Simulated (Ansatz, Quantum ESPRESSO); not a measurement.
# HoAl3 (Pm-3m): zone-centre phonons, part 3 of 3

Which modes does HoAl3 (Pm-3m) have at the zone centre?

Quantum ESPRESSO 7.5; DFT PBEsol, scalar-relativistic, plane waves, PseudoDojo norm-conserving, 4f in core pseudopotentials.

So far. Step 5 (Linear response at Γ): The acoustic modes at Γ come out as far as 3.7 cm⁻¹ from zero, where they should vanish, a small numerical error. Step 6 (Zone-centre analysis): The rule moves no optical mode by more than 0.1 cm⁻¹.

## Step 8: Cross-check with Ansatz

A second program on the same cell, potentials, cutoff and meshes tests the implementation of the phonon response, not its convergence. Its k mesh is centred on Γ.

This step: DFT PBEsol, scalar-relativistic, plane waves, norm-conserving pseudopotentials, 4f in core (Ansatz 0.2.0).

Contents of input.yaml:

```yaml
crystal:
  lattice:
    - [4.1932187095, 0.0, 0.0]
    - [0.0, 4.1932187095, 0.0]
    - [0.0, 0.0, 4.1932187095]
  atoms:
    - { symbol: Ho, position: [0.0, 0.0, 0.0] }
    - { symbol: Al, position: [0.0, 0.5, 0.5] }
    - { symbol: Al, position: [0.5, 0.5, 0.0] }
    - { symbol: Al, position: [0.5, 0.0, 0.5] }
kpoints:
  mp_grid: { grid: [8, 8, 8] }
hamiltonian:
  xc: pbesol
  pseudopotentials:
    kind: nc
    azcp: { Ho: "pseudopotentials/pbe/nc/lanthanide_3plus/Ho.nc.azcp" }
    accuracy: standard
scf:
  occupations: { method: cold, width: 0.27211 }
output:
  eigenvalues: true
basis:
  ecutwfc: 571.439
phonons:
  method: dfpt
```

The run is started by

```
$ ansatz run input.yaml --threads 4 --pin off --max-ram 8192MiB --backend cpu --events-out ev --progress --plain --runs-dir out
```

Numbers of over 12 decimals in the logs are rounded to 6 here.

Log:

```text
Warning: basis.ecutwfc = 571.439 eV is below the records' recommended 680.284656 eV, and the density's cutoff is lower with it unless basis.ecutrho_ratio is high enough to keep the records' density cutoff: compare with a run at a higher cutoff
Warning: <dir> the record states the generating functional pbe (its physics header spells it `PBE`), which answers neither for hamiltonian.xc's functional nor for the pbesol family's — results may be inconsistent (PPs are generated against a specific XC)
zone centre: on kpoints.mp_grid the ground state, and the responses unless they are solved on pairs of k-points, stand on 125 of the mesh's 512 k-points, reduced under 8 symmetry operations, with k and −k counted as one. Each operation leaves every solved displacement unchanged or reverses it
Engine: ansatz 0.2.0, aarch64-unknown-linux-gnu
Pseudopotentials: kind: nc
Pseudopotential: Ho, nc, valence charge 11, recommended cutoff 680.284656 eV (normal), <dir>
Pseudopotential: Al, nc, valence charge 3, recommended cutoff 544.227725 eV (normal), Al.nc.azcp (PseudoDojo's, or run here from an input of PseudoDojo's; its table is named by hamiltonian.pseudopotentials.accuracy)
Functional definition: PBEsol
  exchange = pbesol_x
  correlation = pbesol_c
Crystal: 4 atoms, lattice volume = 73.730 Å³
Basis set: ecut = 571.439 eV, 2301 PW (Γ), exchange–correlation on 72×72×72 points (8 copies of the dense FFT grid, shifted against one another)
Bands: 14, of which v1, the nominal top of the filled ones, is band 10 counted from 1 (9 counted from 0)
Symmetry: 48 space group operations
k-points: 125 of 512 (irreducible under 8 space group operations)
Non-local potential: Ho, projectors of the file, l = 0: 2, l = 1: 2, l = 2: 2, l = 3: 1
Non-local potential: Al, projectors of the file, l = 0: 2, l = 1: 2, l = 2: 2
Initial density: superposition of atomic densities (chi_scale 0.1, normalization cell, long waves kept (reshape's long-wave potential 0.00 eV rms))
Initial wavefunctions: pseudopotential atomic-orbital guess
Functional: x = pbesol(κ = 0.804, μ = 0.123457), c = pbesol(β = 0.046)
SCF iter   1: F=—  HF=-1390.103470 eV  |F-HF|=—  |Δ(HF+E_count)|=         —  Δρ=2.60e-2  dr2=1.04e0  ethr=3.10e-3  ⟨swp⟩=5.8  Hψ=10354  notcnv=0
preconditioner: auto → Kerker (q_TF=auto, 2.195 Å⁻¹)  [metal: Δε(μ)=0.172 eV  Ē_g=5.733 eV  σ=0.272 eV  W_gap=0.44  n_scr=18 (ndim 8)  ℏωp=15.0 eV  f_vac=0.000  D(μ)=1.15/eV (n_scr^D=6)]
SCF iter   2: F=—  HF=-1389.892398 eV  |F-HF|=—  |Δ(HF+E_count)|=   2.11e-1  S|Δr|=    0.00e0  Δρ=1.58e-2  dr2=3.76e-1  ethr=3.10e-3  ⟨swp⟩=1.0  Hψ=2750  notcnv=0
SCF iter   3: F=—  HF=-1389.767571 eV  |F-HF|=—  |Δ(HF+E_count)|=   1.25e-1  S|Δr|=    0.00e0  Δρ=1.94e-3  dr2=2.69e-3  ethr=1.88e-3  ⟨swp⟩=2.0  Hψ=2466  notcnv=0
SCF iter   4: F=—  HF=-1389.766733 eV  |F-HF|=—  |Δ(HF+E_count)|=   8.38e-4  S|Δr|=    0.00e0  Δρ=2.20e-4  dr2=4.66e-5  ethr=1.34e-5  ⟨swp⟩=2.5  Hψ=3341  notcnv=0
SCF iter   5: F=—  HF=-1389.766724 eV  |F-HF|=—  |Δ(HF+E_count)|=   9.13e-6  S|Δr|=    0.00e0  Δρ=3.91e-5  dr2=1.17e-6  ethr=2.33e-7  ⟨swp⟩=2.2  Hψ=2891  notcnv=0
SCF iter   6: F=—  HF=-1389.766725 eV  |F-HF|=—  |Δ(HF+E_count)|=   1.25e-6  S|Δr|=    0.00e0  Δρ=5.10e-6  dr2=2.49e-8  ethr=5.84e-9  ⟨swp⟩=2.4  Hψ=2795  notcnv=0
SCF iter   7: F=—  HF=-1389.766725 eV  |F-HF|=—  |Δ(HF+E_count)|=   6.84e-9  S|Δr|=    0.00e0  Δρ=8.88e-7  dr2=5.57e-10  ethr=1.25e-10  ⟨swp⟩=2.2  Hψ=2729  notcnv=0
SCF iter   8: F=-1389.766725 eV  HF=-1389.766725 eV  |F-HF|=4.55e-13  |Δ(HF+E_count)|=  7.73e-12  S|Δr|=    0.00e0  Δρ=1.39e-7  dr2=8.14e-12  ethr=1.00e-12  ⟨swp⟩=7.1  Hψ=12431  notcnv=0
SCF 1 converged in 8 iterations: F = -1389.766725 eV  dr2 = 8.14e-12
DFPT response loops at Γ: preconditioner auto → Kerker (q_TF=auto, 2.195 Å⁻¹) (partly filled bands, converged f_vac=0.000); β = 1.00, the filter's whole step (`scf.mixing.beta` (0.50) is not read by the response loops under this deck's `scf.mixing.preconditioner`; to damp them name `kerker` or `kerker_dos`, under which they read `scf.mixing.beta`, and type it under 1.00, their step now; both keys bind the ground state too); Broyden in place of MSR1
SCF converged after 8 iterations
Stability not checked: this state was not tested for a lower state beside it, because cold or Methfessel-Paxton smearing, or corrected tetrahedra, fill the levels in a way that the test cannot read (fill_not_monotonic; see scf.lower_state_search)
Free energy (F): -1389.766725 eV
Harris-Foulkes:  -1389.766725 eV  (|F-HF|=4.55e-13)
Internal energy: -1389.758991 eV  (E = F + TS)
E sigma→0 (E₀):  -1389.764147 eV
Entropy (-TS):   -0.007734 eV (-1.933 meV/atom)
Fermi energy:    9.515330 eV
--- Per-component energies (eV) ---
  E_band       = -88.897414
  E_kinetic    = 368.908322
  E_local      = -678.239986  (includes V_loc(G=0)·N_el)
  E_nonlocal   = 48.314683
  E_hartree    = 233.601264
  E_xc         = -389.283893
  E_vxc        = -295.082970  (∫ρ·V_xc dr)
  E_ewald      = -973.059382
  E_smearing   = -0.007734  (= −TS)
  E_closure    = -0.000000  (closes the sum)
  Σ components = -1389.766725   (vs F -1389.766725, Δ=0.00e0)
--- Band table (eV; the first three rows and the last of 125) ---
  k-point 0: bands = [... 6 lower, 6.5507, 8.0854, 8.0854, 8.0854, 10.9724, 11.2882, 11.2882, 11.2882]
  k-point 1: bands = [... 6 lower, 6.6659, 8.0273, 8.0273, 8.3908, 11.1199, 11.1199, 11.3579, 11.6143]
  k-point 2: bands = [... 6 lower, 6.9975, 7.8754, 7.8754, 9.1336, 10.9226, 10.9226, 11.5237, 11.5418]
  k-point 124: bands = [... 6 lower, 4.5295, 5.2886, 7.3487, 7.3487, 7.3487, 10.7506, 13.5936, 13.5936]
--- Phonons (Γ-DFPT): 3 representative perturbations + reference, on 125 of 512 k-points (Σ response iterations 9) ---
  k mesh reduced under 8 symmetry operations, with k and −k counted as one. Each operation leaves every solved displacement unchanged or reverses it
  ASR residual: 1.438e-4 → 0.000e0 eV/Å²; symmetrization residual: 2.865e-6 eV/Å²
  ASR residual per site (eV/Å²): 1.44e-4 9.60e-5 9.60e-5 9.60e-5
  Γ frequencies (cm⁻¹): 0.00 0.00 0.00 182.76 182.76 182.76 254.64 254.64 254.64 285.61 285.61 285.61
  non-analytic LO–TO correction: not included (Born effective charges unavailable; polar crystals: no LO–TO splitting at Γ)
```

Run time: 17 s. Hardware: 4 threads of Arm Neoverse V2, shared host; peak memory 1 GiB; 63 s of CPU time.

Read from the output:

```
sum-rule residual before enforcement : 1.44e-4 eV/Å²
lowest optical zone-centre mode      : 182.8 cm⁻¹
```

## Step 9: Side by side: QE PseudoDojo and Ansatz, PseudoDojo

Worked out from the results:

- root-mean-square difference: 0.04 cm⁻¹
- largest difference: 0.07 cm⁻¹

Frequencies side by side, by row:

```
q (reciprocal lattice)  mode  QE PseudoDojo (cm⁻¹)  Ansatz, PseudoDojo (cm⁻¹)
                 0 0 0     1                     0                          0
                 0 0 0     2                     0                          0
                 0 0 0     3                     0                          0
                 0 0 0     4                 182.7                      182.8
                 0 0 0     5                 182.7                      182.8
                 0 0 0     6                 182.7                      182.8
                 0 0 0     7                 254.7                      254.6
                 0 0 0     8                 254.7                      254.6
                 0 0 0     9                 254.7                      254.6
                 0 0 0    10                 285.6                      285.6
                 0 0 0    11                 285.6                      285.6
                 0 0 0    12                 285.6                      285.6
```

At the zone centre the largest difference (acoustic modes at Γ apart) is 0.02 % of the highest mode.

## Step 10: What came out

```
space group after relaxation                                           : Pm-3m
volume per atom                                                        : 18.4 Å³
highest optical zone-centre mode (no LO-TO term)                       : 285.6 cm⁻¹
lowest optical zone-centre mode                                        : 182.7 cm⁻¹
imaginary optical modes at the zone centre (no q mesh in this session) : none
largest difference from Ansatz, PseudoDojo                             : 0.07 cm⁻¹
```

**Reading.** At the PBEsol level the optical modes of HoAl3 (Pm-3m) at the zone centre run from 183 to 286 cm⁻¹. Of the 9 optical modes, 6 are infrared active alone and 3 are silent. QE PseudoDojo and Ansatz, PseudoDojo agree to 0.07 cm⁻¹ (0.02 % of the highest mode compared) on all solved modes but the acoustic ones at Γ, without the LO-TO term. These are harmonic frequencies at zero temperature: anharmonic shifts and linewidths and thermal expansion are left out. Spin-orbit coupling is left out, which can matter for the heavy elements here. In a metal the frequencies hang on the k mesh and the smearing, most of all near Kohn anomalies. The 4f electrons are frozen in the core as for a trivalent ion, in files made for PBE, so their moments and any magnetic order are left out. The relaxation ran at 42 Ry, under the 50 Ry recommended for these files; the stress of so short a basis can leave the cell about one per cent too small. Ansatz warns that the cutoff lies 16 % under the one recommended for these files; agreement at one cutoff is not convergence. The structure comes from a database and need not be the phase that is stable at ambient conditions.

[Host names and launcher messages were left out of these logs when they were recorded.]

[Logs are printed without paths, hosts, clocks, repeated set-up lines and the standing remarks that a program may print on its own settings, such as how far it seeks lower states.]

[Hosts, paths, dates, database ids (printed as entryN), source tags and the programs' standing remarks are cut or masked in the printed files.]
